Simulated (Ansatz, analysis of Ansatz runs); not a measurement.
# Y2S2O (P2_1/c), nudged elastic band: V_S hop (3.4 Å) (q = +2)

Aim: the barrier of one jump in Y2S2O (P2_1/c) at charge +2: V_S hop (3.4 Å). The model is a cell of 40 host atoms with 1 S taken out; S is the atom that moves.

Main program and level: Ansatz 0.2.0; plane-wave PAW DFT, LDA; nudged elastic band between two relaxed defect structures at fixed charge in a uniform background.

**1. The structure**

The cell holds 39 atoms: 16 Y, 15 S and 8 O. Cell: a = 9.558 Å, b = 9.611 Å, c = 10.562 Å, α = 56.3°, β = 68.7°, γ = 66.9°. It derives from Y2S2O (space group P2_1/c). Nearest the centre at fractional (0.484, 0.569, 0.310): S27 at 1.71 Å, Y7 at 2.12 Å, Y1 at 2.27 Å, Y6 at 2.88 Å, S26 at 3.34 Å, S18 at 3.36 Å, O38 at 3.48 Å, S21 at 3.53 Å. The cell carries charge +2.

Coordinates:

```xyz
39
Lattice="-1.1302 6.7797 6.6422 6.9691 0.0000 6.6185 8.0992 6.7797 -0.0236" Properties=species:S:1:pos:R:3 pbc="T T T"
Y     6.1410    6.4114    4.9637
Y     5.0108    6.4114   11.6059
Y     8.3622    3.0216    4.9522
Y     8.3622    9.8012    4.9522
Y     8.9273    7.1480    1.6312
Y     7.7971    7.1480    8.2733
Y     5.5759    3.7581    8.2848
Y     5.5759   10.5378    8.2848
Y    10.7663    5.8046    4.4819
Y     2.6671    5.8046    4.5056
Y     3.7369    2.4148    5.4340
Y     3.7369    9.1944    5.4340
Y    11.2710    7.7548    8.7315
Y     3.1718    7.7548    8.7551
Y    10.2012    4.3649    7.8030
Y    10.2012   11.1446    7.8030
S     6.3789    1.8865    6.4208
S     6.3789    8.6662    6.4208
S     2.0982    2.4877    2.8293
S     9.0673    9.2673    9.4478
S     4.8708    4.2920    3.7892
S    11.8399   11.0717   10.4077
S     9.6324    7.6818    6.1268
S     1.5332    7.6818    6.1504
S     8.1243    5.2763    3.4952
S     6.9941    5.2763   10.1374
S     7.5592    4.8932    6.8163
S     7.5592   11.6729    6.8163
S     6.9440    8.2830    3.0997
S     5.8138    8.2830    9.7419
S    12.4050    5.8775    7.0867
O     9.6786    6.1878    8.9364
O     9.6786   12.9675    8.9364
O    10.2436    3.9817    5.6154
O     2.1444    3.9817    5.6390
O     4.2596    0.5918    4.3006
O     4.2596    7.3715    4.3006
O    11.7937    9.5777    7.5981
O     3.6945    9.5777    7.6217
```

The cell's shortest repeat is 9.6 Å.

**2. Relaxation of the start point, charge +2**

A barrier is counted from a minimum, so both ends are relaxed first. Small random displacements break the symmetry of the ideal sites, so that the defect can distort if it gains by it. The charge of +2 is set by the electron count, and a uniform background keeps the cell neutral.

qp2.start/input.yaml

```yaml
crystal:
  lattice:
    - [-1.13015356, 6.77967323, 6.6421666]
    - [6.96905613, 0.0, 6.61852732]
    - [8.0992097, 6.77967323, -0.02363928]
  atoms:
    - { symbol: "Y", position: [0.41656442, 0.33381268, 0.52911365] }
    - { symbol: "Y", position: [0.91656442, 0.83381268, 0.02911365] }
    - { symbol: "Y", position: [0.02911365, 0.72050926, 0.41656442] }
    - { symbol: "Y", position: [0.52911365, 0.22050926, 0.91656442] }
    - { symbol: "Y", position: [0.08343558, 0.16618732, 0.97088635] }
    - { symbol: "Y", position: [0.58343558, 0.66618732, 0.47088635] }
    - { symbol: "Y", position: [0.47088635, 0.77949074, 0.08343558] }
    - { symbol: "Y", position: [0.97088635, 0.27949074, 0.58343558] }
    - { symbol: "Y", position: [0.05592476, 0.62391369, 0.80025064] }
    - { symbol: "Y", position: [0.55592476, 0.12391369, 0.30025064] }
    - { symbol: "Y", position: [0.30025064, 0.51991091, 0.05592476] }
    - { symbol: "Y", position: [0.80025064, 0.01991091, 0.55592476] }
    - { symbol: "Y", position: [0.44407524, 0.87608631, 0.69974936] }
    - { symbol: "Y", position: [0.94407524, 0.37608631, 0.19974936] }
    - { symbol: "Y", position: [0.19974936, 0.98008909, 0.44407524] }
    - { symbol: "Y", position: [0.69974936, 0.48008909, 0.94407524] }
    - { symbol: S, position: [0.16263204, 0.8073203, 0.11562368] }
    - { symbol: S, position: [0.66263204, 0.3073203, 0.61562368] }
    - { symbol: S, position: [0.23768224, 0.18941516, 0.12924741] }
    - { symbol: S, position: [0.73768224, 0.68941516, 0.62924741] }
    - { symbol: S, position: [0.26231776, 0.31058484, 0.37075259] }
    - { symbol: S, position: [0.76231776, 0.81058484, 0.87075259] }
    - { symbol: S, position: [0.37075259, 0.5563448, 0.76231776] }
    - { symbol: S, position: [0.87075259, 0.0563448, 0.26231776] }
    - { symbol: S, position: [0.11562368, 0.41442398, 0.66263204] }
    - { symbol: S, position: [0.61562368, 0.91442398, 0.16263204] }
    - { symbol: S, position: [0.33736796, 0.6926797, 0.38437632] }
    - { symbol: S, position: [0.83736796, 0.1926797, 0.88437632] }
    - { symbol: S, position: [0.38437632, 0.08557602, 0.83736796] }
    - { symbol: S, position: [0.88437632, 0.58557602, 0.33736796] }
    - { symbol: S, position: [0.12924741, 0.9436552, 0.73768224] }
    - { symbol: O, position: [0.43980694, 0.91052819, 0.4728954] }
    - { symbol: O, position: [0.93980694, 0.41052819, 0.9728954] }
    - { symbol: O, position: [0.0271046, 0.82323053, 0.56019306] }
    - { symbol: O, position: [0.5271046, 0.32323053, 0.06019306] }
    - { symbol: O, position: [0.06019306, 0.58947181, 0.0271046] }
    - { symbol: O, position: [0.56019306, 0.08947181, 0.5271046] }
    - { symbol: O, position: [0.4728954, 0.67676947, 0.93980694] }
    - { symbol: O, position: [0.9728954, 0.17676947, 0.43980694] }
total_charge: 2
basis:
  ecutwfc: 420
  xc_grid: 2
hamiltonian:
  xc: lda
kpoints:
  mp_grid: { grid: [1, 1, 1] }
scf:
  occupations: { method: fixed }
  max_iter: 60
output:
  forces: true
relax:
  f_tol: 0.02
  max_steps: 70
  random_displacement: { amplitude: 0.03, seed: 4921 }
```

On the command line:

```bash
$ ansatz run input.yaml --threads 4 --pin off --max-ram 7536MiB --backend cpu --events-out ev --progress --plain --runs-dir out
```

Numbers of over 12 decimals in the logs are rounded to 6 here.

The log of the run:

```text
[... repeated set-up lines and file paths are left out, and long positions are rounded to six places ...]
The last accepted step is kept in <dir> (removed where the run ends without a failure and the disk answers)
Engine: ansatz 0.2.0, aarch64-unknown-linux-gnu
Pseudopotentials: kind: paw
Pseudopotential: Y, paw, valence charge 11, recommended cutoff 420 eV (normal), Y.paw.azcp
Pseudopotential: S, paw, valence charge 6, recommended cutoff 420 eV (normal), S.paw.azcp
Pseudopotential: O, paw, valence charge 6, recommended cutoff 420 eV (normal), O.paw.azcp
Functional definition: SPW92
  exchange = slater_x
  correlation = pw_c
Crystal: 39 atoms, lattice volume = 729.080 Å³
Basis set: ecut = 420 eV, 14223 PW (Γ), exchange–correlation on 128×144×144 points (8 copies of the dense FFT grid, shifted against one another)
Bands: 195, of which v1, the nominal top of the filled ones, is band 156 counted from 1 (155 counted from 0)
Symmetry: 1 space group operations
k-points: 1
Non-local potential: Y, projectors of the file, l = 0: 3, l = 1: 2, l = 2: 2, l = 3: 1
Non-local potential: S, projectors of the file, l = 0: 2, l = 1: 2, l = 2: 2
Non-local potential: O, projectors of the file, l = 0: 2, l = 1: 2, l = 2: 1
PAW form: soft (Blöchl's): semilocal exchange-correlation on the pseudo side does not see the compensation charge
PAW frozen core: Y, regenerated for the run's functional, and the local potential with it (the file was generated under x = pbe(κ = 0.804, μ = 0.219515), c = pbe(β = 0.066725))
PAW frozen core: S, regenerated for the run's functional, and the local potential with it (the file was generated under x = pbe(κ = 0.804, μ = 0.219515), c = pbe(β = 0.066725))
PAW frozen core: O, regenerated for the run's functional, and the local potential with it (the file was generated under x = pbe(κ = 0.804, μ = 0.219515), c = pbe(β = 0.066725))
PAW one-centre angular grid: Y, 590 points (default); XC on 64 Gauss nodes
PAW one-centre angular grid: S, 110 points (default); XC on 64 Gauss nodes
PAW one-centre angular grid: O, 110 points (default); XC on 64 Gauss nodes
Initial density: superposition of atomic densities (neutral atoms scaled as one to the charged cell's electrons: chi_scale 0, normalization atom), corrected by the library's trained network
Initial wavefunctions: pseudopotential atomic-orbital guess
Functional: x = slater, c = lda
SCF iter   1: F=—  HF=-77520.672724 eV  |F-HF|=—  |Δ(HF+E_count)|=         —  Δρ=1.14e-2  dr2=3.32e0  ethr=1.77e-3  ⟨swp⟩=4.0  Hψ=626  notcnv=0  defer=35
preconditioner: auto → Resta (q_TF=auto, 2.368 Å⁻¹)  ε∞=3.5  [insulator: Δε(μ)=1.351 eV  Ē_g=14.681 eV  n_scr=156 (ndim 8)  ℏωp=23.0 eV  f_vac=0.000  ε∞_Penn≈3.5]
SCF iter   2: F=—  HF=-77519.865204 eV  |F-HF|=—  |Δ(HF+E_count)|=   8.08e-1  Δρ=5.96e-3  dr2=7.39e-1  ethr=1.06e-3  ⟨swp⟩=3.0  Hψ=239  notcnv=0  defer=37
SCF iter   3: F=—  HF=-77519.639667 eV  |F-HF|=—  |Δ(HF+E_count)|=   2.26e-1  Δρ=3.52e-3  dr2=1.48e-1  ethr=2.37e-4  ⟨swp⟩=3.0  Hψ=302  notcnv=0  defer=37
SCF iter   4: F=—  HF=-77519.617416 eV  |F-HF|=—  |Δ(HF+E_count)|=   2.23e-2  Δρ=2.59e-3  dr2=4.57e-2  ethr=4.74e-5  ⟨swp⟩=3.0  Hψ=259  notcnv=0  defer=37
SCF iter   5: F=—  HF=-77519.609245 eV  |F-HF|=—  |Δ(HF+E_count)|=   8.17e-3  Δρ=4.83e-4  dr2=2.19e-3  ethr=1.47e-5  ⟨swp⟩=3.0  Hψ=258  notcnv=0  defer=37
SCF iter   6: F=—  HF=-77519.609856 eV  |F-HF|=—  |Δ(HF+E_count)|=   6.11e-4  Δρ=1.47e-4  dr2=2.04e-4  ethr=7.02e-7  ⟨swp⟩=2.0  Hψ=282  notcnv=0  defer=37
SCF iter   7: F=—  HF=-77519.609947 eV  |F-HF|=—  |Δ(HF+E_count)|=   9.17e-5  Δρ=1.09e-4  dr2=8.38e-5  ethr=6.55e-8  ⟨swp⟩=2.0  Hψ=256  notcnv=0  defer=37
SCF iter   8: F=—  HF=-77519.609945 eV  |F-HF|=—  |Δ(HF+E_count)|=   1.87e-6  Δρ=4.90e-5  dr2=1.58e-5  ethr=2.69e-8  ⟨swp⟩=2.0  Hψ=255  notcnv=0  defer=37
SCF iter   9: F=-77519.609945 eV  HF=-77519.609944 eV  |F-HF|=1.67e-7  |Δ(HF+E_count)|=   1.02e-6  Δρ=8.69e-6  dr2=5.79e-7  ethr=3.21e-9  ⟨swp⟩=4.0  Hψ=494  notcnv=0
SCF 1 converged in 9 iterations: F = -77519.609945 eV  dr2 = 5.79e-7
  greatest PAW one-centre occupation: 0.992 electrons in one spin orbital (limit 2), on the Y atom at site 8 (counted from 0), in its partial waves of l = 0
relax step   1: F+E_penalty+E_count = -77519.60994464 eV  Δ(F+E_penalty+E_count) = +0.000e0 eV  max|allowed force component| = 1.887e0 eV/Å  Δτ_max = 0.0000 Å  (9 SCF iters, dr2 threshold 1.00e-5 eV, accepted)
[... the SCF cycles and remarks between the steps are left out from here to the last step ...]
relax step   2: F+E_penalty+E_count = -77520.83588700 eV  Δ(F+E_penalty+E_count) = -1.226e0 eV  max|allowed force component| = 6.109e-1 eV/Å  Δτ_max = 0.1984 Å  (6 SCF iters, dr2 threshold 1.00e-4 eV, accepted)
relax step   3: F+E_penalty+E_count = -77520.96392729 eV  Δ(F+E_penalty+E_count) = -1.280e-1 eV  max|allowed force component| = 6.040e-1 eV/Å  Δτ_max = 0.1238 Å  (6 SCF iters, dr2 threshold 2.33e-5 eV, accepted)
relax step   4: F+E_penalty+E_count = -77520.98313805 eV  Δ(F+E_penalty+E_count) = -1.921e-2 eV  max|allowed force component| = 4.654e-1 eV/Å  Δτ_max = 0.2000 Å  (6 SCF iters, dr2 threshold 3.82e-5 eV, accepted)
relax step   5: F+E_penalty+E_count = -77521.07315962 eV  Δ(F+E_penalty+E_count) = -9.002e-2 eV  max|allowed force component| = 1.744e-1 eV/Å  Δτ_max = 0.1977 Å  (5 SCF iters, dr2 threshold 1.00e-4 eV, accepted)
relax step   6: F+E_penalty+E_count = -77521.08310298 eV  Δ(F+E_penalty+E_count) = -9.943e-3 eV  max|allowed force component| = 4.485e-2 eV/Å  Δτ_max = 0.0332 Å  (5 SCF iters, dr2 threshold 4.27e-6 eV, accepted)
SCF iter   1: F=—  HF=-77521.083815 eV  |F-HF|=—  |Δ(HF+E_count)|=         —  Δρ=3.04e-4  dr2=6.97e-4  ethr=2.72e-6  ⟨swp⟩=3.0  Hψ=312  notcnv=0  defer=37
SCF iter   2: F=—  HF=-77521.083652 eV  |F-HF|=—  |Δ(HF+E_count)|=   1.64e-4  Δρ=1.43e-4  dr2=1.05e-4  ethr=2.23e-7  ⟨swp⟩=2.0  Hψ=339  notcnv=0  defer=37
SCF iter   3: F=—  HF=-77521.083636 eV  |F-HF|=—  |Δ(HF+E_count)|=   1.53e-5  Δρ=7.42e-5  dr2=3.20e-5  ethr=3.37e-8  ⟨swp⟩=2.0  Hψ=299  notcnv=0  defer=35
SCF iter   4: F=—  HF=-77521.083897 eV  |F-HF|=—  |Δ(HF+E_count)|=   2.61e-4  Δρ=1.99e-5  dr2=2.16e-6  ethr=1.03e-8  ⟨swp⟩=2.0  Hψ=252  notcnv=0  defer=35
SCF iter   5: F=—  HF=-77521.083897 eV  |F-HF|=—  |Δ(HF+E_count)|=   2.79e-7  Δρ=3.90e-6  dr2=1.18e-7  ethr=6.92e-10  ⟨swp⟩=2.0  Hψ=243  notcnv=0  defer=35
SCF iter   6: F=-77521.083897 eV  HF=-77521.083897 eV  |F-HF|=3.11e-9  |Δ(HF+E_count)|=   7.47e-9  Δρ=1.34e-6  dr2=1.21e-8  ethr=3.21e-11  ⟨swp⟩=4.0  Hψ=512  notcnv=0
SCF 7 converged in 6 iterations: F = -77521.083897 eV  dr2 = 1.21e-8
relax step   7: F+E_penalty+E_count = -77521.08389659 eV  Δ(F+E_penalty+E_count) = -7.936e-4 eV  max|allowed force component| = 6.213e-3 eV/Å  Δτ_max = 0.0083 Å  (6 SCF iters, accepted)
SCF converged after 6 iterations
Free energy (F): -77521.083897 eV
Harris-Foulkes:  -77521.083897 eV  (|F-HF|=3.11e-9)
Internal energy: -77521.083897 eV  (E = F + TS)
E sigma→0 (E₀):  -77521.083897 eV
Fermi energy:    8.818393 eV
--- Per-component energies (eV) ---
  E_band       = -1496.022187
  E_kinetic    = 7921.910277
  E_local      = -14894.868619  (includes V_loc(G=0)·N_el)
  E_nonlocal   = 1693.412981
  E_hartree    = 5168.627491
  E_xc         = -4797.542880
  E_vxc        = -5272.986369  (∫ρ·V_xc dr)
  E_paw        = -53298.490204  (= ΣΔE_a)
  E_vpaw       = -1280.765080  (= ΣTr[D̂ρ^β])
  E_aug_tail   = 0.020045  (compensation charges beyond the density's cutoff)
  E_ewald      = -19322.499697
  E_core_change = 8.346708  (= ΣΔE_core)
  E_smearing   = -0.000000  (= −TS)
  E_closure    = 0.000000  (closes the sum)
  E_deformation_potential = 34.977366  (in the stress; not in F)
  Σ components = -77521.083897   (vs F -77521.083897, Δ=0.00e0)
--- Forces (eV/Å), atoms counted from 1 ---
  atom   1  Y     -0.00421713     0.00069098     0.00199003
  atom   2  Y      0.00189810     0.00249862     0.00151358
  atom   3  Y     -0.00054855     0.00045344    -0.00075274
  atom   4  Y      0.00081847    -0.00081118     0.00340369
  atom   5  Y      0.00013320     0.00154803    -0.00158051
  atom   6  Y     -0.00048648     0.00060927    -0.00151954
  atom   7  Y     -0.00079276    -0.00117749     0.00134192
  atom   8  Y     -0.00055978    -0.00114465     0.00136129
  atom   9  Y     -0.00281214     0.00323141     0.00068009
  atom  10  Y      0.00149838    -0.00162430     0.00194105
  atom  11  Y      0.00029918     0.00163688    -0.00170911
  atom  12  Y      0.00120963    -0.00144154     0.00621385
  atom  13  Y      0.00068569    -0.00006111     0.00169361
  atom  14  Y      0.00198563    -0.00013128    -0.00152159
  atom  15  Y      0.00001725    -0.00239018     0.00004334
  atom  16  Y     -0.00288372    -0.00369252    -0.00011700
  atom  17  S     -0.00075958    -0.00145119    -0.00352151
  atom  18  S      0.00010483     0.00135188    -0.00235521
  atom  19  S     -0.00076784    -0.00105675     0.00159710
  atom  20  S      0.00147535     0.00016943    -0.00015386
  atom  21  S     -0.00103830    -0.00158561     0.00153439
  atom  22  S      0.00211987     0.00044623    -0.00359460
  atom  23  S      0.00214239     0.00145845    -0.00023626
  atom  24  S      0.00044239    -0.00019395    -0.00082528
  atom  25  S     -0.00114806     0.00125840    -0.00069281
  atom  26  S     -0.00095125     0.00052582    -0.00020889
  atom  27  S     -0.00084004    -0.00124496    -0.00046007
  atom  28  S      0.00071350    -0.00015874    -0.00019298
  atom  29  S      0.00249595     0.00223392    -0.00185600
  atom  30  S      0.00093172     0.00005161     0.00023740
  atom  31  S     -0.00034784    -0.00099629    -0.00221880
  atom  32  O     -0.00113178     0.00156427    -0.00238873
  atom  33  O     -0.00126002    -0.00123191    -0.00092029
  atom  34  O      0.00022832     0.00135995    -0.00162399
  atom  35  O     -0.00024398     0.00020317    -0.00021435
  atom  36  O     -0.00042777    -0.00336310     0.00364478
  atom  37  O      0.00240331     0.00095155     0.00090503
  atom  38  O     -0.00030750     0.00113652     0.00212368
  atom  39  O     -0.00010323     0.00035824    -0.00153194
  max |Σ_I F_I| component: 2.88e-5 eV/Å
--- Relaxed structure (7 steps of the walk, 7 accepted, 0 SCFs on fresh bases) ---
  F+E_penalty+E_count = -77521.08389659 eV   max|allowed force component| = 6.213e-3 eV/Å
  atoms:
    - { symbol: Y, position: [0.400812, 0.326908, 0.547187] }
    - { symbol: Y, position: [0.916222, 0.831715, 0.029854] }
    - { symbol: Y, position: [0.027363, 0.720334, 0.415060] }
    - { symbol: Y, position: [0.535159, 0.224383, 0.913037] }
    - { symbol: Y, position: [0.076756, 0.168282, 0.972262] }
    - { symbol: Y, position: [0.583375, 0.663794, 0.468713] }
    - { symbol: Y, position: [0.458037, 0.805870, 0.072858] }
    - { symbol: Y, position: [0.967956, 0.278446, 0.584579] }
    - { symbol: Y, position: [0.059316, 0.621555, 0.803817] }
    - { symbol: Y, position: [0.550817, 0.114287, 0.303331] }
    - { symbol: Y, position: [0.307319, 0.522022, 0.055327] }
    - { symbol: Y, position: [0.800803, 0.015258, 0.558760] }
    - { symbol: Y, position: [0.443766, 0.877756, 0.697589] }
    - { symbol: Y, position: [0.967906, 0.367056, 0.199584] }
    - { symbol: Y, position: [0.197400, 0.973350, 0.449333] }
    - { symbol: Y, position: [0.706086, 0.488571, 0.922800] }
    - { symbol: S, position: [0.157671, 0.814930, 0.114488] }
    - { symbol: S, position: [0.661344, 0.307848, 0.604039] }
    - { symbol: S, position: [0.243298, 0.181174, 0.132859] }
    - { symbol: S, position: [0.734324, 0.696059, 0.620841] }
    - { symbol: S, position: [0.267496, 0.321392, 0.364963] }
    - { symbol: S, position: [0.760989, 0.803271, 0.875866] }
    - { symbol: S, position: [0.374899, 0.553110, 0.765087] }
    - { symbol: S, position: [0.862090, 0.072027, 0.263445] }
    - { symbol: S, position: [0.102482, 0.417372, 0.668501] }
    - { symbol: S, position: [0.614622, 0.914255, 0.161802] }
    - { symbol: S, position: [0.349289, 0.671425, 0.380610] }
    - { symbol: S, position: [0.836195, 0.191846, 0.883121] }
    - { symbol: S, position: [0.378570, 0.092699, 0.838954] }
    - { symbol: S, position: [0.883512, 0.581957, 0.334587] }
    - { symbol: S, position: [0.131959, 0.944918, 0.736716] }
    - { symbol: O, position: [0.437385, 0.905686, 0.476548] }
    - { symbol: O, position: [0.932079, 0.412475, 0.982609] }
    - { symbol: O, position: [0.029968, 0.817801, 0.559631] }
    - { symbol: O, position: [0.535398, 0.326996, 0.062822] }
    - { symbol: O, position: [0.067022, 0.588104, 0.026124] }
    - { symbol: O, position: [0.555767, 0.095879, 0.522552] }
    - { symbol: O, position: [0.481181, 0.673732, 0.949389] }
    - { symbol: O, position: [0.977191, 0.169995, 0.444069] }
```

Elapsed: 17 s, on 4 threads of Arm Neoverse V1, shared host; peak memory 0.72 GiB.

Relaxation path:

```csv
step,energy less that of the first step (eV),largest force component (eV/Å)
1,0.0000,1.8871
2,-1.2259,0.6109
3,-1.3540,0.6040
4,-1.3732,0.4654
5,-1.4632,0.1744
6,-1.4732,0.0448
7,-1.4740,0.0062
```

The atoms that moved most (Å, from the sites as typed, ahead of the random displacement):

```csv
atom,dx,dy,dz,length
Y7,0.113,-0.160,0.089,0.215
S27,-0.192,0.055,-0.062,0.209
Y14,-0.091,0.160,0.098,0.208
Y1,0.116,0.015,-0.151,0.191
Y16,-0.120,-0.102,0.099,0.186
S24,0.128,-0.052,0.046,0.146
O38,0.047,0.120,0.034,0.134
S18,-0.089,-0.088,-0.005,0.125
```

Final coordinates:

```xyz
39
Lattice="-1.1302 6.7797 6.6422 6.9691 0.0000 6.6185 8.0992 6.7797 -0.0236" Properties=species:S:1:pos:R:3 pbc="T T T"
Y     6.2570    6.4271    4.8130
Y     5.0026    6.4141   11.5897
Y     8.3508    2.9995    4.9395
Y     8.3538    9.8183    5.0181
Y     8.9606    7.1120    1.6006
Y     7.7629    7.1328    8.2571
Y     5.6886    3.5993    8.3743
Y     5.5812   10.5257    8.2584
Y    10.7749    5.8518    4.4888
Y     2.6307    5.7908    4.4079
Y     3.7388    2.4586    5.4950
Y     3.7268    9.2174    5.4068
Y    11.2655    7.7380    8.7405
Y     3.0806    7.9152    8.8536
Y    10.1995    4.3846    7.7427
Y    10.0808   11.0433    7.9017
S     6.4284    1.8451    6.4382
S     6.2902    8.5789    6.4160
S     2.0637    2.5502    2.8120
S     9.0493    9.1876    9.4697
S     4.8934    4.2879    3.8953
S    11.8318   11.0973   10.3504
S     9.6276    7.7287    6.1328
S     1.6614    7.6308    6.1966
S     8.2072    5.2270    3.4273
S     6.9873    5.2639   10.1296
S     7.3671    4.9485    6.7549
S     7.5445   11.6564    6.8030
S     7.0130    8.2544    3.1082
S     5.7671    8.2583    9.7122
S    12.4029    5.8893    7.1130
O     9.6771    6.1962    8.8882
O     9.7795   12.9810    8.8978
O    10.1980    3.9973    5.5985
O     2.1826    4.0557    5.7189
O     4.2344    0.6315    4.3369
O     4.2723    7.3106    4.3137
O    11.8408    9.6988    7.6328
O     3.6769    9.6357    7.6053
```

Neighbours of S27 at the end:

```csv
atom,distance (Å)
Y6,2.680
Y1,2.681
Y7,2.694
Y3,2.839
Y15,3.052
O34,3.203
S17,3.258
O32,3.383
S26,3.411
```

Numbers from this step:

```
free energy                                                                                       : -77521.0839 eV
largest move from the ideal geometry of this structure, a common shift of the far atoms taken out : 0.2196 Å
```

The relaxation gained 1.474 eV and ended with a largest force component of 0.0062 eV/Å.

[end of part 1 of 3]

[Logs are printed without paths, hosts, clocks, repeated set-up lines and the standing remarks that a program may print on its own settings, such as how far it seeks lower states.]

[Hosts, paths, dates, database ids (printed as entryN), source tags and the programs' standing remarks are cut or masked in the printed files.]
